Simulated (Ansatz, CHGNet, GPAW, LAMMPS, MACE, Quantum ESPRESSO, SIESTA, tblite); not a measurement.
# Amorphous Zn20Hg10Se19S11 (60 atoms) in tblite

Aim: run amorphous Zn20Hg10Se19S11 (60 atoms) in tblite and see how near its forces come to a plane-wave reference, and at what cost.

Calculated with tblite 0.8.0; the method is named at each step.

### 1. Starting point

The cell holds 60 atoms: 20 Zn, 10 Hg, 19 Se and 11 S. Its edges and angles: a = 11.236 Å, b = 11.236 Å, c = 11.236 Å, α = 90.0°, β = 90.0°, γ = 90.0°. 60 atoms (20 Zn, 10 Hg, 19 Se, 11 S) placed at random at 6.05 g/cm³, melted at 2500 K for 10 ps at fixed volume with the Stillinger-Weber II-VI potential (Zhou et al., Phys. Rev. B 88, 085309 (2013)). Quenched from 2500 K to 500 K at 100 K/ps and fixed volume, held 5 ps.

The yardstick, on the same geometry:

| Item | Value |
| --- | --- |
| method | Kohn-Sham DFT, PBE, PAW, plane waves (Ansatz 0.2.0); cutoff 420 eV, Γ point, fermi-dirac smearing of 0.05 eV; PAW set soft_2 |
| r.m.s. force component | 0.5476 eV/Å |
| longest force | 2.387 eV/Å |
| pressure | 0.6194 GPa |
| SCF cycles | 12 |
| time | 32 s on 4 threads of Arm Neoverse V1, shared host |
| CPU time | 2 min |

### 2. GFN1-xTB

Method: GFN1-xTB tight binding, diagonalisation.

The input, run.py:

```python
import numpy as np
from ase.io import read
from tblite.ase import TBLite

atoms = read("structure.xyz")
atoms.calc = TBLite(method="GFN1-xTB", electronic_temperature=580, accuracy=1.0, max_iterations=250, mixer_damping=0.4, verbosity=1)
energy = atoms.get_potential_energy()
forces = atoms.get_forces()
print(f"energy {energy:.6f} eV")
print("forces (eV/A)")
for i, (a, f) in enumerate(zip(atoms, forces)):
    print(f"{i:4d} {a.symbol:2s} {f[0]:10.5f} {f[1]:10.5f} {f[2]:10.5f}")
stress = -atoms.get_stress(voigt=False) * 160.21766
print("stress (GPa, compression positive)")
for row in stress:
    print(" ".join(f"{x:10.4f}" for x in row))
print("charges (e)")
print(np.array2string(atoms.get_charges(), precision=4, suppress_small=True, max_line_width=110, threshold=100000))
```

The input, structure.xyz:

```xyz
60
Lattice="11.23550 0.00000 0.00000 0.00000 11.23550 0.00000 0.00000 0.00000 11.23550" Properties=species:S:1:pos:R:3 pbc="T T T"
Zn 6.90556 2.58967 4.18556
Zn 8.04597 8.37730 7.73441
Zn 5.52618 5.49416 2.59877
Zn 3.08527 4.03894 10.62496
Zn 8.39741 0.59256 9.61736
Zn 8.30764 3.22504 7.61340
Zn 0.59200 1.98644 11.07303
Zn 2.21890 8.94593 6.09402
Zn 9.12547 6.09503 4.35657
Zn 4.73352 1.73420 1.78026
Zn 8.30528 3.96242 1.02872
Zn 9.64163 10.98720 5.77527
Zn 3.41627 0.11820 9.98297
Zn 11.18573 8.81245 3.27537
Zn 5.97976 9.19367 3.90389
Zn 5.56697 5.47798 6.34019
Zn 3.83310 8.08596 8.96481
Zn 3.12246 8.19405 1.34736
Zn 5.78842 0.34347 6.63816
Zn 5.65325 5.82370 9.79309
Hg 2.41721 0.06865 3.49649
Hg 11.16977 2.50540 3.81782
Hg 0.05786 9.10120 9.84410
Hg 1.93700 5.10856 2.43563
Hg 9.47962 5.07182 8.65740
Hg 10.97708 6.16514 0.43133
Hg 1.60409 0.98917 6.88141
Hg 7.11791 8.59471 0.18449
Hg 2.19070 4.65577 7.62441
Hg 9.14997 10.84147 1.81060
Se 0.85570 6.89118 4.57914
Se 9.04772 1.20692 3.81872
Se 6.38660 10.91754 1.96048
Se 10.15611 1.26770 7.79182
Se 7.60115 4.43993 5.53416
Se 2.10845 2.44215 1.79431
Se 0.52751 4.27196 9.75972
Se 10.05049 4.66936 2.58675
Se 4.21399 6.08638 0.70020
Se 3.79771 10.37261 7.52891
Se 3.56581 8.78875 3.74985
Se 9.41625 1.73611 0.20516
Se 4.85587 1.44387 4.76565
Se 7.33453 7.21746 2.75607
Se 9.85926 6.91669 6.88332
Se 7.91878 5.81055 10.65698
Se 3.88085 5.63752 4.58015
Se 2.13025 3.07493 5.29091
Se 1.49612 7.30487 8.12136
S 6.33424 3.48312 2.20148
S 4.47263 9.42467 11.00787
S 6.62883 1.71375 8.53965
S 1.18287 0.25932 9.54838
S 0.78413 8.40314 1.01794
S 8.70268 9.44681 9.69028
S 7.40217 9.91904 5.96605
S 4.67251 4.17084 8.27540
S 5.92763 7.39745 7.82148
S 0.60458 10.50317 5.11069
S 4.44600 1.95374 10.61519
```

Launch:

```sh
$ OMP_NUM_THREADS=1 python run.py > output.txt
```

The log of the run:

```text
------------------------------------------------------------
  cycle        total energy    energy error   density error
------------------------------------------------------------
      1     -130.2968030625  -1.2994137E+02   6.2159727E-01
      2     -126.7852593003   3.5115438E+00   4.3439261E-01
      3     -122.8136819311   3.9715774E+00   4.6589260E-01
      4     -129.6847703453  -6.8710884E+00   3.0861404E-01
      5     -130.7582903889  -1.0735200E+00   1.9604927E-01
      6     -131.3777185896  -6.1942820E-01   1.0047708E-01
      7     -131.4728460943  -9.5127505E-02   8.5550400E-02
      8     -131.5366612820  -6.3815188E-02   6.0937268E-02
      9     -131.5590751801  -2.2413898E-02   4.9614247E-02
     10     -131.5610353665  -1.9601864E-03   4.4487051E-02
     11     -131.5940803623  -3.3044996E-02   1.8774993E-02
     12     -131.5950738924  -9.9353006E-04   1.7381980E-02
     13     -131.6004547419  -5.3808495E-03   8.1672134E-03
     14     -131.6020642128  -1.6094710E-03   3.8703934E-03
     15     -131.6023589195  -2.9470661E-04   1.6973735E-03
     16     -131.6024226701  -6.3750673E-05   6.4762162E-04
     17     -131.6024282448  -5.5746761E-06   3.7602325E-04
     18     -131.6024302514  -2.0065571E-06   1.7159796E-04
     19     -131.6024305435  -2.9218248E-07   9.9896307E-05
     20     -131.6024306029  -5.9327022E-08   7.9885206E-05
     21     -131.6024307611  -1.5822133E-07   1.7912624E-05
------------------------------------------------------------
 total:                                   2.552 sec
energy -3581.084545 eV
forces (eV/A)
   0 Zn   -0.04563   -0.46373    0.33136
   1 Zn   -0.13710    0.05612   -0.76283
   2 Zn   -0.14017    0.76704    0.79176
   3 Zn    0.84110   -0.57210   -0.29612
   4 Zn   -0.33384    0.14464   -0.52462
   5 Zn   -0.61326   -1.60791   -0.48370
   6 Zn   -0.32143   -0.13682   -0.26393
   7 Zn    0.08937   -0.68924    0.16179
   8 Zn   -0.10925    0.47385    0.47015
   9 Zn    0.63528   -0.29233   -0.45261
  10 Zn   -0.32233   -0.59481   -0.10897
  11 Zn   -0.92293    0.22771    0.54244
  12 Zn    0.54429   -0.69700   -0.33132
  13 Zn    0.09825   -0.58510    0.57023
  14 Zn    0.73340    0.02837   -0.06803
  15 Zn   -0.47164    0.05874    0.34593
  16 Zn    0.08977    0.42593   -0.23714
  17 Zn    0.57054    0.48100   -0.08183
  18 Zn   -0.08598   -0.06908    0.52483
  19 Zn   -0.30116   -0.05783   -0.74124
  20 Hg    1.12538    0.33638    0.02640
  21 Hg    0.79834    0.81755   -0.02919
  22 Hg    0.27793    0.14218   -0.35241
  23 Hg    0.39399    0.37624    1.21888
[...]
52 S    -0.38756   -0.36178    0.30706
  53 S    -0.50398    0.31448   -0.34183
  54 S     0.52684    0.16414    0.14283
  55 S     0.37717   -0.03929   -0.27403
  56 S    -0.50074    0.65197    0.13699
  57 S    -0.39662   -0.44802    0.42072
  58 S     0.23016   -0.16626   -0.13053
  59 S     0.01868    0.92093    0.61499
stress (GPa, compression positive)
    0.6381     0.7177     0.0323
    0.7177     1.6277    -0.5154
    0.0323    -0.5154     1.3652
charges (e)
[ 0.3099  0.3598  0.303   0.2785  0.3386  0.2179  0.2679  0.2619  0.1998  0.3037  0.2886  0.3055  0.3848
  0.2476  0.2286  0.3075  0.2705  0.3177  0.3091  0.3213  0.0372 -0.0229  0.0637 -0.0433 -0.0272  0.0369
  0.0301  0.038   0.0064  0.0209 -0.1178 -0.1261 -0.1455 -0.1402 -0.1287 -0.0877 -0.089  -0.0947 -0.1233
 -0.1404 -0.1097 -0.1525 -0.1821 -0.2045 -0.1457 -0.1003 -0.1669 -0.0777 -0.1193 -0.3721 -0.3508 -0.3022
 -0.3007 -0.2526 -0.2811 -0.3679 -0.3339 -0.3762 -0.2798 -0.2928]
```

It took 3.2 s on 1 thread of Arm Neoverse V1, shared host; peak memory 0.12 GiB.

Banners, paths, timers and routine set-up lines are dropped from the logs unmarked, and long logs keep their key lines alone; longer cuts are marked.

Compared with the plane-wave run:

* r.m.s. force component: 0.4993 eV/Å
* r.m.s. difference of force components: 332 meV/Å
* longest difference of force vectors: 1362 meV/Å
* force difference over r.m.s. force: 60.63 %
* slope of forces against the reference's: 0.7318
* correlation of force components: 0.8027
* pressure: 1.21 GPa
* pressure difference: 0.5909 GPa

Length of the force difference by element (eV/Å):

| element | atoms | mean | most |
| --- | --- | --- | --- |
| Hg | 10 | 0.64 | 1.3 |
| S | 11 | 0.50 | 1.4 |
| Se | 19 | 0.60 | 0.96 |
| Zn | 20 | 0.37 | 0.73 |

A closer look about Zn4, which has 3 bonded neighbours where the commonest count for Zn is 4: 9 atoms, nearest first, numbered in the order of the input, with positions taken from that point.

| atom | x | y | z | distance (Å) | bonds | Mulliken charge (e) | Fx | Fy | Fz (eV/Å) |
| --- | --- | --- | --- | --- | --- | --- | --- | --- | --- |
| Zn4 | 0.00 | 0.00 | 0.00 | 0.00 | 3 | 0.28 | 0.84 | -0.57 | -0.30 |
| S60 | 1.36 | -2.09 | -0.01 | 2.49 | 3 | -0.29 | 0.02 | 0.92 | 0.61 |
| Se39 | 1.13 | 2.05 | 1.31 | 2.68 | 5 | -0.12 | -1.16 | -0.73 | -0.43 |
| Se37 | -2.56 | 0.23 | -0.87 | 2.71 | 5 | -0.09 | 0.13 | 0.01 | 0.69 |
| S57 | 1.59 | 0.13 | -2.35 | 2.84 | 3 | -0.33 | -0.50 | 0.65 | 0.14 |
| Se36 | -0.98 | -1.60 | 2.40 | 3.05 | 5 | -0.09 | -0.64 | -0.37 | 0.20 |
| Hg29 | -0.89 | 0.62 | -3.00 | 3.19 | 4 | 0.01 | 0.23 | 0.17 | -0.59 |
| Zn20 | 2.57 | 1.78 | -0.83 | 3.24 | 4 | 0.32 | -0.30 | -0.06 | -0.74 |
| Zn7 | -2.49 | -2.05 | 0.45 | 3.26 | 4 | 0.27 | -0.32 | -0.14 | -0.26 |

Atoms are counted from 1 here, from 0 in the log.

Forces lie 61 % from the reference's, at 0.026 times its CPU time (on 1 against 4 cores).

### 3. Summary of results

```yaml
force_difference_from_the_reference: tblite GFN1-xTB, 61 %
its_cpu_time: 3.2 s
```

What this shows: Tight binding differs by 61 % (tblite GFN1-xTB); it is another model, with fitted parameters of its own, and the xTB methods hold dispersion. One electronic-structure run takes under half the reference's CPU time: tblite GFN1-xTB, at 61 % in 3.2 s against 2 min, too far off to be of use. Periodic xTB results under one method name differ between programs and library versions. The quench rate of 100 K/ps is many orders above laboratory rates, so the cell is likely richer in defects and strain than a real sample. The network of bonds at the start is that of the classical potential that made the cell, and needn't be the one that DFT or experiment would give. The electronic-structure runs sample only Γ, in a cell whose shortest periodic width is 11 Å, which is coarse for a cell with partly filled levels. Spin–orbit coupling is left out, which matters for the levels of the heavy elements.

[Also dropped from logs without a mark: logging warnings of Python, and SIESTA's first energy breakdown and zero terms.]

[Logs are printed without paths, hosts, clocks, repeated set-up lines and the standing remarks that a program may print on its own settings, such as how far it seeks lower states.]

[Hosts, paths, dates, database ids (printed as entryN), source tags and the programs' standing remarks are cut or masked in the printed files.]
